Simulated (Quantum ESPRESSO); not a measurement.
# Cl on fcc sites of Rh(111), stepped through the coverage, part 9 of 10

Aim: how the results for Cl on fcc sites of Rh(111) change with the coverage.

Quantum ESPRESSO 7.5; plane-wave DFT, PBE, GBRV ultrasoft pseudopotentials.

So far. Step 9 (Relaxing the ions, 0.75 ML): The relaxation lowers the energy by 10 meV an atom. On the free atoms the largest force ends at 0.034 eV/Å. Step 10 (Ground state, 0.75 ML): Inside the slab this potential holds the local part of the pseudopotentials, which can be repulsive at the nuclei; only its value in the vacuum has a meaning of its own.

**11. Relaxing the ions, 1 ML**

System of this step: Rh(111), 3 layers, 1 sites a cell, 1 Cl on fcc sites. The cell holds 4 atoms: 3 Rh and 1 Cl. Its edges and angles: a = 2.710 Å, b = 2.710 Å, c = 20.442 Å, α = 90.0°, β = 90.0°, γ = 60.0°. It derives from Rh. Vacuum lies along c.

m8.relax.in

```
&control
  prefix = 'm8.relax'
  outdir = './out'
  pseudo_dir = './pseudo'
  nstep = 70
  forc_conv_thr = 0.0015
  calculation = 'relax'
/
&system
  ibrav = 0
  nat = 4
  ntyp = 2
  ecutwfc = 40
  ecutrho = 200
  occupations = 'smearing'
  smearing = 'mv'
  degauss = 0.02
/
&electrons
  conv_thr = 1e-07
  mixing_beta = 0.3
  electron_maxstep = 120
  mixing_mode = 'local-TF'
/
&ions
/
ATOMIC_SPECIES
  Rh  102.9055  rh_pbe_v1.4.uspp.F.UPF
  Cl  35.4500  cl_pbe_v1.4.uspp.F.UPF
CELL_PARAMETERS angstrom
  2.70966521178718 0.00000000000000 0.00000000000000
  1.35483260589359 2.34663890915864 0.00000000000000
  0.00000000000000 0.00000000000000 20.44213881894749
ATOMIC_POSITIONS crystal
  Rh  0.000000000000 0.000000000000 0.345317623737 0 0 0
  Rh  0.333333333400 0.333333333400 0.453546630519 0 0 0
  Rh  0.666666666700 0.666666666700 0.561775637301
  Cl  0.000000000000 0.000000000000 0.654682376263
K_POINTS automatic
  10 10 1 0 0 0
```

Started as:

```console
$ OMP_NUM_THREADS=1 mpirun -n 16 pw.x -nk 4 -in m8.relax.in > m8.relax.out
```

Log:

```text
[banner, memory and clock lines left out]
Program PWSCF v.7.5 starts
[...]
Message from routine setup:
[...]
number of electrons       =        52.00
     number of Kohn-Sham states=           31
     kinetic-energy cutoff     =      40.0000  Ry
     charge density cutoff     =     200.0000  Ry
[...]
number of k points=    14  Marzari-Vanderbilt smearing, width (Ry)=  0.0200
[...]
Dense  grid:    41957 G-vectors     FFT dimensions: (  24,  24, 180)
[...]
negative rho (up, down):  1.919E-01 0.000E+00
     Starting wfcs are   40 randomized atomic wfcs
[...]
negative rho (up, down):  1.977E-01 0.000E+00
[...]
estimated scf accuracy    <      86.17499527 Ry
[...]
negative rho (up, down):  2.177E-01 0.000E+00
[...]
estimated scf accuracy    <      44.13355734 Ry
[...]
negative rho (up, down):  2.139E-01 0.000E+00
[...]
estimated scf accuracy    <      12.79431485 Ry
[...]
negative rho (up, down):  2.206E-01 0.000E+00
[...]
estimated scf accuracy    <       9.62280601 Ry
[...]
negative rho (up, down):  2.254E-01 0.000E+00
[...]
estimated scf accuracy    <       1.35073545 Ry
[...]
negative rho (up, down):  2.232E-01 0.000E+00
[...]
estimated scf accuracy    <       0.20790847 Ry
[...]
negative rho (up, down):  2.179E-01 0.000E+00
[...]
estimated scf accuracy    <       0.96969757 Ry
[...]
negative rho (up, down):  2.132E-01 0.000E+00
[...]
estimated scf accuracy    <       6.57755580 Ry
[...]
negative rho (up, down):  2.116E-01 0.000E+00
[...]
estimated scf accuracy    <       1.95852187 Ry
[...]
negative rho (up, down):  2.027E-01 0.000E+00
[...]
estimated scf accuracy    <       0.95119810 Ry
[...]
negative rho (up, down):  2.000E-01 0.000E+00
[...]
estimated scf accuracy    <       0.38329503 Ry
[...]
negative rho (up, down):  1.942E-01 0.000E+00
[...]
estimated scf accuracy    <       0.07069930 Ry
[...]
negative rho (up, down):  1.945E-01 0.000E+00
[...]
estimated scf accuracy    <       0.06132902 Ry
[...]
negative rho (up, down):  1.955E-01 0.000E+00
[...]
estimated scf accuracy    <       0.00609158 Ry
[...]
negative rho (up, down):  1.989E-01 0.000E+00
[...]
estimated scf accuracy    <       0.01375892 Ry
[...]
negative rho (up, down):  2.007E-01 0.000E+00
[...]
estimated scf accuracy    <       0.00116233 Ry
[...]
negative rho (up, down):  1.993E-01 0.000E+00
[...]
estimated scf accuracy    <       0.00993033 Ry
[...]
negative rho (up, down):  1.985E-01 0.000E+00
[...]
estimated scf accuracy    <       0.00109495 Ry
[...]
negative rho (up, down):  1.970E-01 0.000E+00
[...]
estimated scf accuracy    <       0.00005425 Ry
[...]
negative rho (up, down):  1.968E-01 0.000E+00
[...]
estimated scf accuracy    <       0.00002138 Ry
[...]
negative rho (up, down):  1.962E-01 0.000E+00
[...]
estimated scf accuracy    <       0.00000502 Ry
[...]
negative rho (up, down):  1.960E-01 0.000E+00
[...]
estimated scf accuracy    <       0.00000075 Ry
[...]
negative rho (up, down):  1.959E-01 0.000E+00
[...]
estimated scf accuracy    <       0.00000016 Ry
[...]
negative rho (up, down):  1.959E-01 0.000E+00
[...]
the Fermi energy is     5.1365 ev
!    total energy              =    -546.75526305 Ry
     estimated scf accuracy    <       0.00000006 Ry
     smearing contrib. (-TS)   =      -0.00309175 Ry
     internal energy E=F+TS    =    -546.75217130 Ry
[...]
one-electron contribution =   -3820.97559775 Ry
     hartree contribution      =    1927.94891466 Ry
     xc contribution           =     -99.32300039 Ry
     ewald contribution        =    1445.59751217 Ry
     convergence has been achieved in  24 iterations
     negative rho (up, down):  1.959E-01 0.000E+00
[...]
Total force =     0.064028     Total SCF correction =     0.001132
[...]
negative rho (up, down):  1.962E-01 0.000E+00
[...]
negative rho (up, down):  1.961E-01 0.000E+00
[...]
estimated scf accuracy    <       0.07842182 Ry
[...]
negative rho (up, down):  1.961E-01 0.000E+00
[...]
estimated scf accuracy    <       0.01030913 Ry
[...]
negative rho (up, down):  1.961E-01 0.000E+00
[...]
estimated scf accuracy    <       0.00280631 Ry
[...]
negative rho (up, down):  1.961E-01 0.000E+00
[...]
estimated scf accuracy    <       0.00060915 Ry
[...]
negative rho (up, down):  1.962E-01 0.000E+00
[...]
estimated scf accuracy    <       0.00005613 Ry
[...]
negative rho (up, down):  1.962E-01 0.000E+00
[...]
estimated scf accuracy    <       0.00000516 Ry
[...]
negative rho (up, down):  1.962E-01 0.000E+00
[...]
estimated scf accuracy    <       0.00000242 Ry
[...]
negative rho (up, down):  1.961E-01 0.000E+00
[...]
estimated scf accuracy    <       0.00000078 Ry
[...]
negative rho (up, down):  1.961E-01 0.000E+00
[...]
estimated scf accuracy    <       0.00000017 Ry
[...]
negative rho (up, down):  1.962E-01 0.000E+00
[...]
estimated scf accuracy    <       0.00000013 Ry
[...]
negative rho (up, down):  1.962E-01 0.000E+00
[...]
the Fermi energy is     5.0913 ev
!    total energy              =    -546.75865789 Ry
     estimated scf accuracy    <       0.00000004 Ry
     smearing contrib. (-TS)   =      -0.00268241 Ry
     internal energy E=F+TS    =    -546.75597548 Ry
[...]
one-electron contribution =   -3825.73191360 Ry
     hartree contribution      =    1930.28759838 Ry
     xc contribution           =     -99.30834873 Ry
     ewald contribution        =    1447.99668848 Ry
     convergence has been achieved in  11 iterations
     negative rho (up, down):  1.962E-01 0.000E+00
[...]
Total force =     0.042468     Total SCF correction =     0.000680
[...]
negative rho (up, down):  1.971E-01 0.000E+00
[...]
negative rho (up, down):  1.970E-01 0.000E+00
[...]
estimated scf accuracy    <       0.10520171 Ry
[...]
negative rho (up, down):  1.970E-01 0.000E+00
[...]
estimated scf accuracy    <       0.01075793 Ry
[...]
negative rho (up, down):  1.970E-01 0.000E+00
[...]
estimated scf accuracy    <       0.00383165 Ry
[...]
negative rho (up, down):  1.971E-01 0.000E+00
[...]
estimated scf accuracy    <       0.00073885 Ry
[...]
negative rho (up, down):  1.972E-01 0.000E+00
[...]
estimated scf accuracy    <       0.00009410 Ry
[...]
negative rho (up, down):  1.972E-01 0.000E+00
[...]
estimated scf accuracy    <       0.00008306 Ry
[...]
negative rho (up, down):  1.959E-01 0.000E+00
[...]
estimated scf accuracy    <       0.00000899 Ry
[...]
negative rho (up, down):  1.959E-01 0.000E+00
[...]
estimated scf accuracy    <       0.00000644 Ry
[...]
negative rho (up, down):  1.959E-01 0.000E+00
[...]
estimated scf accuracy    <       0.00000099 Ry
[...]
negative rho (up, down):  1.959E-01 0.000E+00
[...]
estimated scf accuracy    <       0.00000015 Ry
[...]
negative rho (up, down):  1.959E-01 0.000E+00
[...]
estimated scf accuracy    <       0.00000005 Ry
[...]
negative rho (up, down):  1.959E-01 0.000E+00
[...]
estimated scf accuracy    <       0.00000002 Ry
[...]
negative rho (up, down):  1.959E-01 0.000E+00
[...]
estimated scf accuracy    <          4.0E-09 Ry
[...]
negative rho (up, down):  1.959E-01 0.000E+00
[...]
estimated scf accuracy    <          1.9E-09 Ry
[...]
negative rho (up, down):  1.959E-01 0.000E+00
[...]
the Fermi energy is     4.9937 ev
!    total energy              =    -546.76176059 Ry
     estimated scf accuracy    <          8.6E-10 Ry
     smearing contrib. (-TS)   =      -0.00187517 Ry
     internal energy E=F+TS    =    -546.75988542 Ry
[...]
one-electron contribution =   -3832.03866952 Ry
     hartree contribution      =    1933.34687777 Ry
     xc contribution           =     -99.27966577 Ry
     ewald contribution        =    1451.21157209 Ry
     convergence has been achieved in  10 iterations
     negative rho (up, down):  1.959E-01 0.000E+00
[...]
Total force =     0.004244     Total SCF correction =     0.000092
[...]
negative rho (up, down):  1.965E-01 0.000E+00
[...]
negative rho (up, down):  1.965E-01 0.000E+00
[...]
estimated scf accuracy    <       0.00193568 Ry
[...]
negative rho (up, down):  1.965E-01 0.000E+00
[...]
estimated scf accuracy    <       0.00017059 Ry
[...]
negative rho (up, down):  1.965E-01 0.000E+00
[...]
estimated scf accuracy    <       0.00007589 Ry
[...]
negative rho (up, down):  1.965E-01 0.000E+00
[...]
estimated scf accuracy    <       0.00001311 Ry
[...]
negative rho (up, down):  1.965E-01 0.000E+00
[...]
estimated scf accuracy    <       0.00000262 Ry
[...]
negative rho (up, down):  1.965E-01 0.000E+00
[...]
estimated scf accuracy    <       0.00000024 Ry
[...]
negative rho (up, down):  1.965E-01 0.000E+00
[...]
estimated scf accuracy    <       0.00000011 Ry
[...]
negative rho (up, down):  1.965E-01 0.000E+00
[...]
estimated scf accuracy    <       0.00000002 Ry
[...]
negative rho (up, down):  1.965E-01 0.000E+00
[...]
estimated scf accuracy    <       0.00000001 Ry
[...]
negative rho (up, down):  1.964E-01 0.000E+00
[...]
estimated scf accuracy    <          2.6E-09 Ry
[...]
negative rho (up, down):  1.964E-01 0.000E+00
[...]
estimated scf accuracy    <          1.6E-09 Ry
[...]
negative rho (up, down):  1.964E-01 0.000E+00
[...]
the Fermi energy is     4.9886 ev
!    total energy              =    -546.76179963 Ry
     estimated scf accuracy    <          5.4E-10 Ry
     smearing contrib. (-TS)   =      -0.00188240 Ry
     internal energy E=F+TS    =    -546.75991723 Ry
[...]
one-electron contribution =   -3828.01801318 Ry
     hartree contribution      =    1931.33545204 Ry
     xc contribution           =     -99.27576378 Ry
     ewald contribution        =    1449.19840769 Ry
     convergence has been achieved in  12 iterations
     negative rho (up, down):  1.964E-01 0.000E+00
[...]
Total force =     0.004144     Total SCF correction =     0.000049
[...]
negative rho (up, down):  1.973E-01 0.000E+00
[...]
negative rho (up, down):  1.973E-01 0.000E+00
[...]
estimated scf accuracy    <       0.00997783 Ry
[...]
negative rho (up, down):  1.973E-01 0.000E+00
[...]
estimated scf accuracy    <       0.00084962 Ry
[...]
negative rho (up, down):  1.973E-01 0.000E+00
[...]
estimated scf accuracy    <       0.00037417 Ry
[...]
negative rho (up, down):  1.972E-01 0.000E+00
[...]
estimated scf accuracy    <       0.00006380 Ry
[...]
negative rho (up, down):  1.972E-01 0.000E+00
[...]
estimated scf accuracy    <       0.00001387 Ry
[...]
negative rho (up, down):  1.972E-01 0.000E+00
[...]
estimated scf accuracy    <       0.00000109 Ry
[...]
negative rho (up, down):  1.972E-01 0.000E+00
[...]
estimated scf accuracy    <       0.00000045 Ry
[...]
negative rho (up, down):  1.972E-01 0.000E+00
[...]
estimated scf accuracy    <       0.00000011 Ry
[...]
negative rho (up, down):  1.972E-01 0.000E+00
[...]
estimated scf accuracy    <       0.00000005 Ry
[...]
negative rho (up, down):  1.972E-01 0.000E+00
[...]
estimated scf accuracy    <       0.00000001 Ry
[...]
negative rho (up, down):  1.972E-01 0.000E+00
[...]
estimated scf accuracy    <          8.6E-09 Ry
[...]
negative rho (up, down):  1.972E-01 0.000E+00
[...]
estimated scf accuracy    <          2.5E-09 Ry
[...]
negative rho (up, down):  1.972E-01 0.000E+00
[...]
the Fermi energy is     4.9828 ev
!    total energy              =    -546.76185157 Ry
     estimated scf accuracy    <          2.3E-10 Ry
     smearing contrib. (-TS)   =      -0.00191120 Ry
     internal energy E=F+TS    =    -546.75994037 Ry
[...]
one-electron contribution =   -3820.74791348 Ry
     hartree contribution      =    1927.70055932 Ry
     xc contribution           =     -99.26968810 Ry
     ewald contribution        =    1445.55710190 Ry
     convergence has been achieved in  13 iterations
     negative rho (up, down):  1.972E-01 0.000E+00
[...]
Total force =     0.003293     Total SCF correction =     0.000026
[...]
negative rho (up, down):  1.977E-01 0.000E+00
[...]
negative rho (up, down):  1.977E-01 0.000E+00
[...]
estimated scf accuracy    <       0.02043109 Ry
[...]
negative rho (up, down):  1.977E-01 0.000E+00
[...]
estimated scf accuracy    <       0.00179128 Ry
[...]
negative rho (up, down):  1.976E-01 0.000E+00
[...]
estimated scf accuracy    <       0.00073616 Ry
[...]
negative rho (up, down):  1.976E-01 0.000E+00
[...]
estimated scf accuracy    <       0.00013089 Ry
[...]
negative rho (up, down):  1.976E-01 0.000E+00
[...]
estimated scf accuracy    <       0.00002685 Ry
[...]
negative rho (up, down):  1.976E-01 0.000E+00
[...]
estimated scf accuracy    <       0.00000201 Ry
[...]
negative rho (up, down):  1.976E-01 0.000E+00
[...]
estimated scf accuracy    <       0.00000096 Ry
[...]
negative rho (up, down):  1.976E-01 0.000E+00
[...]
estimated scf accuracy    <       0.00000020 Ry
[...]
negative rho (up, down):  1.976E-01 0.000E+00
[...]
estimated scf accuracy    <       0.00000006 Ry
[...]
negative rho (up, down):  1.976E-01 0.000E+00
[...]
estimated scf accuracy    <       0.00000003 Ry
[...]
negative rho (up, down):  1.975E-01 0.000E+00
[...]
estimated scf accuracy    <       0.00000001 Ry
[...]
negative rho (up, down):  1.975E-01 0.000E+00
[...]
estimated scf accuracy    <          3.4E-09 Ry
[...]
negative rho (up, down):  1.975E-01 0.000E+00
[...]
the Fermi energy is     4.9792 ev
!    total energy              =    -546.76188361 Ry
     estimated scf accuracy    <          6.4E-10 Ry
     smearing contrib. (-TS)   =      -0.00195561 Ry
     internal energy E=F+TS    =    -546.75992800 Ry
[...]
one-electron contribution =   -3812.07163163 Ry
     hartree contribution      =    1923.36619736 Ry
     xc contribution           =     -99.26338923 Ry
     ewald contribution        =    1441.20889551 Ry
     convergence has been achieved in  13 iterations
     negative rho (up, down):  1.975E-01 0.000E+00
[...]
Total force =     0.001521     Total SCF correction =     0.000155
[...]
```

Run time: 35 s. Hardware: 16 MPI ranks of Arm Neoverse V2, shared host; peak memory 1 GiB.

[end of part 9 of 10]

[Logs are printed without paths, hosts, clocks, repeated set-up lines and the standing remarks that a program may print on its own settings, such as how far it seeks lower states.]

[Hosts, paths, dates, database ids (printed as entryN), source tags and the programs' standing remarks are cut or masked in the printed files.]

[Maps of the electrostatic potential energy from Ansatz leave out the sawtooth potential of an applied field or a dipole correction, so their vacuum need not be flat; planar profiles and work functions include it.]
